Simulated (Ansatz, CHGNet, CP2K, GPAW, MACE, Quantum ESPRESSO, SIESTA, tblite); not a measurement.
# Running random packing of C68N32 (at. %) (79 atoms) with CP2K

Aim: run random packing of C68N32 (at. %) (79 atoms) in CP2K and see how near its forces come to a plane-wave reference, and at what cost.

Calculated with CP2K 2026.2; the method is named at each step.

## 1. The structure

The cell holds 79 atoms: 54 C and 25 N. Cell: a = 8.889 Å, b = 8.889 Å, c = 8.889 Å, α = 90.0°, β = 90.0°, γ = 90.0°. 79 atoms (54 C, 25 N) packed at random in a cube at 2.36 g/cm³ and pushed apart as soft spheres; a start for melting by ab initio MD, not an equilibrated structure. Then every atom was moved at random, 0.02 Å r.m.s. a Cartesian component.

The yardstick, on the same geometry:

| Item | Value |
| --- | --- |
| method | Kohn-Sham DFT, PBE, PAW, plane waves (Ansatz 0.2.0); cutoff 420 eV, Γ point, fermi-dirac smearing of 0.05 eV; PAW set soft_2 |
| r.m.s. force component | 1.957 eV/Å |
| longest force | 5.884 eV/Å |
| pressure | -23.89 GPa |
| SCF cycles | 9 |
| time | 4.4 s on 8 threads of Arm Neoverse V2, shared host |
| CPU time | 24 s |

## 2. PBE, DZVP-MOLOPT-SR, 600/50 Ry, diagonalisation

Method: Kohn-Sham DFT, PBE, GTH-PBE pseudopotentials, Gaussian and plane waves, DZVP-MOLOPT-SR-GTH, diagonalisation.

The input, input.inp:

```
&GLOBAL
  PROJECT cell
  RUN_TYPE ENERGY_FORCE
  PRINT_LEVEL LOW
&END GLOBAL
&FORCE_EVAL
  METHOD QS
  STRESS_TENSOR ANALYTICAL
  &DFT
    BASIS_SET_FILE_NAME BASIS_MOLOPT
    POTENTIAL_FILE_NAME GTH_POTENTIALS
    &MGRID
      CUTOFF 600
      REL_CUTOFF 50
      NGRIDS 5
    &END MGRID
    &QS
      EPS_DEFAULT 1.0E-12
    &END QS
    &SCF
      SCF_GUESS ATOMIC
      EPS_SCF 1.0E-06
      MAX_SCF 200
      ADDED_MOS 36
      &DIAGONALIZATION
        ALGORITHM STANDARD
      &END DIAGONALIZATION
      &SMEAR ON
        METHOD FERMI_DIRAC
        ELECTRONIC_TEMPERATURE [K] 580
      &END SMEAR
      &MIXING
        METHOD BROYDEN_MIXING
        ALPHA 0.15
        NBROYDEN 8
      &END MIXING
      &PRINT
        &RESTART OFF
        &END RESTART
      &END PRINT
    &END SCF
    &XC
      &XC_FUNCTIONAL PBE
      &END XC_FUNCTIONAL
    &END XC
    &PRINT
      &MULLIKEN ON
      &END MULLIKEN
      &LOWDIN ON
      &END LOWDIN
      &HIRSHFELD ON
      &END HIRSHFELD
      &MO ON
        EIGENVALUES T
        OCCUPATION_NUMBERS T
        MO_INDEX_RANGE 160 183
        &EACH
          QS_SCF 0
        &END EACH
        ADD_LAST NUMERIC
      &END MO
    &END PRINT
  &END DFT
  &SUBSYS
    &CELL
      A 8.88940 0.00000 0.00000
      B 0.00000 8.88940 0.00000
      C 0.00000 0.00000 8.88940
    &END CELL
    &COORD
      C 6.41130 3.03377 0.78040
      C 3.94609 6.73754 4.55440
      C 4.69014 2.06003 4.14513
      C 4.95148 4.55920 0.74422
      C 2.93697 0.59675 2.55464
      C 7.22477 0.97641 8.68299
      C 6.07475 8.27541 6.19636
      C 0.79951 6.87462 5.90025
      C 1.21323 1.92055 8.25016
      C 0.97659 2.64904 1.10904
      C 5.06687 6.28232 5.74113
      C 1.08815 5.23532 5.90007
      C 0.70706 7.15472 1.91735
      C 3.41477 0.24366 4.35758
      C 7.44718 1.94509 5.84016
      C 1.40719 8.59045 8.82877
      C 4.57057 0.35389 1.14104
      C 0.60395 2.01860 2.70149
      C 2.20742 4.24540 3.53140
      C 1.10282 3.73577 4.85601
      C 1.57618 5.64832 1.23429
      C 7.46336 2.79003 2.32084
      C 7.21864 0.22081 4.97406
      C 5.85998 2.49428 5.65668
      C 7.44852 5.24252 4.92739
      C 5.06020 2.34342 7.47545
      C 7.29411 7.77485 1.62907
      C 6.46686 1.01721 1.30541
      C 3.44322 2.01345 1.37403
      C 2.78043 5.85598 5.95270
      C 8.73552 5.90318 8.85651
      C 4.78356 7.63635 0.38776
      C 7.14005 6.93267 6.17662
      C 7.26993 4.08326 7.01729
      C 1.77352 6.68518 8.65525
      C 0.62341 3.57976 6.77452
      C 1.62738 7.27002 3.46820
      C 6.96084 5.76069 8.73277
      C 6.12142 0.62306 3.79364
      C 4.43083 3.99481 2.57464
      C 6.37717 7.87432 3.28472
      C 8.33852 4.01490 5.57054
      C 3.65185 7.28700 1.72214
      C 8.88593 4.95051 4.04272
      C 3.83853 4.59689 5.00811
      C 7.29953 1.88162 3.78004
      C 7.36913 2.39925 7.70729
      C 5.06651 4.76276 7.68089
      C 2.79305 2.54877 7.31927
      C 2.88861 8.36804 6.86119
      C 6.38099 4.60800 2.30004
      C 2.87661 1.05144 8.17949
      C 3.27894 5.43009 1.21607
      C 5.77820 0.95792 6.70110
      N 2.25044 7.68284 5.14163
      N 2.46139 2.89430 5.70193
[... 19 atom lines left out ...]
      N 1.88731 4.16362 1.85895
      N 6.41477 6.17324 3.62901
      N 5.93919 3.28019 3.77017
      N 0.45460 2.31587 5.60521
    &END COORD
    &KIND C
      BASIS_SET DZVP-MOLOPT-SR-GTH-q4
      POTENTIAL GTH-PBE-q4
    &END KIND
    &KIND N
      BASIS_SET DZVP-MOLOPT-SR-GTH-q5
      POTENTIAL GTH-PBE-q5
    &END KIND
  &END SUBSYS
  &PRINT
    &FORCES ON
    &END FORCES
    &STRESS_TENSOR ON
    &END STRESS_TENSOR
  &END PRINT
&END FORCE_EVAL
```

Started as:

```
$ OMP_NUM_THREADS=1 mpirun -np 4 cp2k.psmp -i input.inp > output.txt
```

Numbers of over 12 decimals in the logs are rounded to 6 here.

Log:

```text
CP2K| version string:                                       CP2K version 2026.2
 CP2K| Input file name                                                 input.inp
 GLOBAL| Basis set file name                                        BASIS_MOLOPT
 GLOBAL| Potential file name                                      GTH_POTENTIALS
 GLOBAL| Run type                                                   ENERGY_FORCE
 GLOBAL| Total number of message passing processes                             4
 GLOBAL| Number of threads for this process                                    1
 TOTAL NUMBERS AND MAXIMUM NUMBERS
  Total number of            - Atomic kinds:                                   2
                             - Atoms:                                         79
                             - Shell sets:                                    79
                             - Shells:                                       395
                             - Primitive Cartesian functions:                395
                             - Cartesian basis functions:                   1106
                             - Spherical basis functions:                   1027
  Maximum angular momentum of- Orbital basis functions:                        2
                             - Local part of the GTH pseudopotential:          2
                             - Non-local part of the GTH pseudopotential:      0
 SCF PARAMETERS         Density guess:                                    ATOMIC
                        max_scf:                                             200
                        eps_scf:                                        1.00E-06
                        added MOs                                        36    0
                        Mixing method:                            BROYDEN_MIXING
                                                charge density mixing in g-space
                        Smear method:                                FERMI_DIRAC
                        Electronic temperature [K]:                        580.0
                        Electronic temperature [a.u.]:                  1.84E-03
                        Accuracy threshold:                             1.00E-10
 Extrapolation method: initial_guess
 Number of electrons:                                                        341
 Number of occupied orbitals:                                                171
 Number of molecular orbitals:                                               207
 Number of orbital functions:                                               1027
 Number of independent orbital functions:                                   1027
 SCF WAVEFUNCTION OPTIMIZATION
  Step     Update method      Time    Convergence         Total energy    Change
     1 NoMix/Diag. 0.15E+00    2.5     0.78733390      -545.4364622903 -5.45E+02
     2 Broy./Diag. 0.15E+00    3.3     0.75886202      -540.4059052418  5.03E+00
     3 Broy./Diag. 0.15E+00    3.3     0.21332929      -552.6772888801 -1.23E+01
     4 Broy./Diag. 0.15E+00    3.3     0.13798648      -552.2756218764  4.02E-01
[...]
26 Broy./Diag. 0.15E+00    3.7     0.00000182      -545.7672641791 -2.95E-05
    27 Broy./Diag. 0.15E+00    3.8     0.00000094      -545.7672908320 -2.67E-05
  *** SCF run converged in    27 steps ***
  Electronic density on regular grids:       -340.9999999999        0.0000000001
  Core density on regular grids:              340.9999999998       -0.0000000002
  Total charge density on r-space grids:       -0.0000000002
  Total charge density g-space grids:          -0.0000000002
  Overlap energy of the core charge distribution:               2.10177e-09
  Self energy of the core charge distribution:              -1341.355899
  Core Hamiltonian energy:                                    373.108797
  Hartree energy:                                             568.433337
  Exchange-correlation energy:                               -145.940796
  Electronic entropic energy:                                  -0.012730
  Fermi energy:                                                 0.210036
  Total energy:                                              -545.767291
  Total energy (extrapolated to T->0):                       -545.760926
 MO| EIGENVALUES AND OCCUPATION NUMBERS
 MO|
 MO|  Index      Eigenvalue [a.u.]        Eigenvalue [eV]             Occupation
 MO|    160               0.182124               4.955853               1.999999
 MO|    161               0.186181               5.066244               1.999995
 MO|    162               0.188105               5.118594               1.999987
[...]
MO|    182               0.233225               6.346382               0.000007
 MO|    183               0.235647               6.412277               0.000002
 MO| Sum:                                                             341.000000
 MO| E(Fermi):            0.210036 a.u.          5.715362 eV
 !-----------------------------------------------------------------------------!
                     Mulliken Population Analysis
 #  Atom  Element  Kind  Atomic population                           Net charge
       1     C        1          3.939994                              0.060006
       2     C        1          3.952068                              0.047932
       3     C        1          3.911406                              0.088594
[...]
# Total charge                            341.000000                  0.000000
 !-----------------------------------------------------------------------------!
 !-----------------------------------------------------------------------------!
                           Hirshfeld Charges
  #Atom  Element  Kind  Ref Charge     Population                    Net charge
      1       C      1       4.000          3.997                         0.003
      2       C      1       4.000          3.904                         0.096
      3       C      1       4.000          3.940                         0.060
[...]
78       N      2       5.000          5.260                        -0.260
     79       N      2       5.000          5.159                        -0.159
  Total Charge                                                           -0.000
 !-----------------------------------------------------------------------------!
 LOWDIN POPULATION ANALYSIS
 #  Atom  Element  Kind  Atomic population                           Net charge
[...]
78     N        2          4.870588                              0.129412
      79     N        2          4.805501                              0.194499
 # Total charge                            341.000000                  0.000000
 ENERGY| Total FORCE_EVAL ( QS ) energy [hartree]           -545.767322
 FORCES| Atomic forces [hartree/bohr]
 FORCES|   Atom     x               y               z               |f|
 FORCES|      1  1.82566987E-02 -4.07719356E-02  5.14892828E-02   6.81674704E-02
 FORCES|      2  3.00587526E-02 -4.07951179E-02  4.72706905E-02   6.92985457E-02
 FORCES|      3  1.04058201E-01 -1.38568053E-02  3.12623076E-02   1.09532882E-01
[...]
FORCES|     78 -4.20421452E-02 -1.66407279E-02 -5.23214235E-03   4.55173716E-02
 FORCES|     79 -5.30764799E-03  5.77749922E-02  2.98494696E-02   6.52465454E-02
 FORCES| Sum     2.19233571E-04 -1.24519898E-04 -2.83881565E-05
 FORCES| Total atomic force                                       2.53721207E-04
 STRESS| Analytical stress tensor [bar]
 STRESS|                        x                   y                   z
 STRESS|      x       -2.10790829555E+05   3.30308618176E+03   1.66954791270E+04
 STRESS|      y        3.30308618176E+03  -3.03915846633E+05   1.11238626020E+04
 STRESS|      z        1.66954791270E+04   1.11238626020E+04  -2.30262433190E+05
 STRESS| 1/3 Trace                                            -2.48323036459E+05
```

Run time: 1.8 min. Hardware: 4 MPI ranks of Arm Neoverse V2, shared host; peak memory 2.6 GiB.

Banners, paths, timers and routine set-up lines are dropped from the logs unmarked, and long logs keep their key lines alone; longer cuts are marked.

Compared with the plane-wave run:

```yaml
r_m_s_force_component: 2.017 eV/Å
r_m_s_difference_of_force_components: 100.8 meV/Å
longest_difference_of_force_vectors: 337.4 meV/Å
force_difference_over_r_m_s_force: 5.152 %
slope_of_forces_against_the_reference_s: 1.03
correlation_of_force_components: 0.9992
pressure: -24.83 GPa
pressure_difference: -0.9415 GPa
```

Length of the force difference by element (eV/Å):

| element | atoms | mean | most |
| --- | --- | --- | --- |
| C | 54 | 0.18 | 0.34 |
| N | 25 | 0.11 | 0.23 |

A closer look about C32, which bears the longest force: 9 atoms, nearest first, numbered in the order of the input, with positions taken from that point.

| atom | x | y | z | distance (Å) | Mulliken charge (e) | Fx | Fy | Fz (eV/Å) |
| --- | --- | --- | --- | --- | --- | --- | --- | --- |
| C32 | 0.00 | 0.00 | 0.00 | 0.00 | 0.03 | -4.87 | 2.90 | 2.49 |
| N67 | -1.45 | 0.51 | -0.78 | 1.72 | -0.15 | -1.00 | 1.28 | -2.45 |
| C43 | -1.13 | -0.35 | 1.33 | 1.78 | 0.10 | 2.46 | -1.29 | -1.44 |
| C17 | -0.21 | 1.61 | 0.75 | 1.79 | 0.04 | 2.50 | 1.17 | 0.00 |
| N60 | -0.93 | -1.58 | -0.92 | 2.05 | -0.15 | 1.03 | -2.22 | 0.66 |
| N57 | 2.26 | -0.05 | -1.13 | 2.52 | -0.13 | 0.32 | -1.53 | 0.20 |
| C53 | -1.50 | -2.21 | 0.83 | 2.80 | 0.01 | -0.17 | 1.38 | -2.71 |
| C27 | 2.51 | 0.14 | 1.24 | 2.80 | 0.08 | 2.14 | -2.10 | 1.96 |
| C38 | 2.18 | -1.88 | -0.54 | 2.92 | 0.12 | 2.73 | 2.50 | -1.82 |

Forces lie 5.2 % from the reference's, at 18 times its CPU time (on 4 against 8 cores).

## 3. PBE, TZVP-UZH, 600/50 Ry, diagonalisation

Method: Kohn-Sham DFT, PBE, GTH-PBE pseudopotentials, Gaussian and plane waves, TZVP-MOLOPT (UZH set), diagonalisation.

input.inp, as its differences from that of step 2:

```diff
@@ -9,4 +9,4 @@
   &DFT
-    BASIS_SET_FILE_NAME BASIS_MOLOPT
-    POTENTIAL_FILE_NAME GTH_POTENTIALS
+    BASIS_SET_FILE_NAME BASIS_MOLOPT_UZH
+    POTENTIAL_FILE_NAME POTENTIAL_UZH
     &MGRID
@@ -50,4 +50,2 @@
       &END LOWDIN
-      &HIRSHFELD ON
-      &END HIRSHFELD
       &MO ON
@@ -73,3 +71,3 @@
     &KIND C
-      BASIS_SET DZVP-MOLOPT-SR-GTH-q4
+      BASIS_SET TZVP-MOLOPT-PBE-GTH-q4
       POTENTIAL GTH-PBE-q4
@@ -77,3 +75,3 @@
     &KIND N
-      BASIS_SET DZVP-MOLOPT-SR-GTH-q5
+      BASIS_SET TZVP-MOLOPT-PBE-GTH-q5
       POTENTIAL GTH-PBE-q5
```

Log:

```text
CP2K| version string:                                       CP2K version 2026.2
 CP2K| Input file name                                                 input.inp
 GLOBAL| Basis set file name                                    BASIS_MOLOPT_UZH
 GLOBAL| Potential file name                                       POTENTIAL_UZH
 GLOBAL| Run type                                                   ENERGY_FORCE
 GLOBAL| Total number of message passing processes                             4
 GLOBAL| Number of threads for this process                                    1
 TOTAL NUMBERS AND MAXIMUM NUMBERS
  Total number of            - Atomic kinds:                                   2
                             - Atoms:                                         79
[... lines left out ...]
                        Smear method:                                FERMI_DIRAC
[... lines left out ...]
 Number of electrons:                                                        341
[... lines left out ...]
  Step     Update method      Time    Convergence         Total energy    Change
[... lines left out ...]
  *** SCF run converged in    27 steps ***
[... lines left out ...]
  Fermi energy:                                                 0.207162
  Total energy:                                              -545.853412
  Total energy (extrapolated to T->0):                       -545.846989
[... lines left out ...]
 MO| E(Fermi):            0.207162 a.u.          5.637159 eV
[... lines left out ...]
       1     C        1          3.969663                              0.030337
       2     C        1          3.884947                              0.115053
       3     C        1          3.860009                              0.139991
[...]
# Total charge                            341.000000                  0.000000
 !-----------------------------------------------------------------------------!
 LOWDIN POPULATION ANALYSIS
 #  Atom  Element  Kind  Atomic population                           Net charge
[...]
78     N        2          5.026170                             -0.026170
      79     N        2          4.917300                              0.082700
 # Total charge                            341.000000                  0.000000
 ENERGY| Total FORCE_EVAL ( QS ) energy [hartree]           -545.853406
 FORCES| Atomic forces [hartree/bohr]
 FORCES|   Atom     x               y               z               |f|
 FORCES|      1  1.74662993E-02 -3.90522113E-02  4.78380510E-02   6.41765218E-02
 FORCES|      2  2.90056039E-02 -3.83176579E-02  4.01765337E-02   6.26396187E-02
 FORCES|      3  9.83609745E-02 -1.18403201E-02  2.86856721E-02   1.03140401E-01
[...]
FORCES|     78 -3.93745651E-02 -1.64770106E-02 -4.69053824E-03   4.29400676E-02
 FORCES|     79 -3.16862975E-03  5.48430237E-02  2.88187567E-02   6.20348145E-02
 FORCES| Sum     2.18936479E-04 -1.30590154E-04 -2.81666386E-05
 FORCES| Total atomic force                                       2.56476763E-04
 STRESS| Analytical stress tensor [bar]
 STRESS|                        x                   y                   z
 STRESS|      x       -1.80195148766E+05   1.52222851266E+03   1.47510477977E+04
 STRESS|      y        1.52222851266E+03  -2.70289474214E+05   9.95544934150E+03
 STRESS|      z        1.47510477977E+04   9.95544934150E+03  -1.99390769713E+05
 STRESS| 1/3 Trace                                            -2.16625130898E+05
```

Wall time 2 min (4 MPI ranks); peak memory 2.8 GiB; 7.8 min of CPU time.

Against the reference:

| Property | Result |
| --- | --- |
| r.m.s. force component | 1.933 eV/Å |
| r.m.s. difference of force components | 94.36 meV/Å |
| longest difference of force vectors | 375.5 meV/Å |
| force difference over r.m.s. force | 4.821 % |
| slope of forces against the reference's | 0.9863 |
| correlation of force components | 0.9989 |
| pressure | -21.66 GPa |
| pressure difference | 2.228 GPa |

Against the first run (5.2 %), the force difference from the reference is 4.8 %, at 1.1 times the CPU time, with 1343 basis functions against 1027; this set comes with other potentials too, so the change isn't the basis's alone.

(Part 1 of 3 ends here.)

[Also dropped from logs without a mark: logging warnings of Python, and SIESTA's first energy breakdown and zero terms.]

[Logs are printed without paths, hosts, clocks, repeated set-up lines and the standing remarks that a program may print on its own settings, such as how far it seeks lower states.]

[Hosts, paths, dates, database ids (printed as entryN), source tags and the programs' standing remarks are cut or masked in the printed files.]
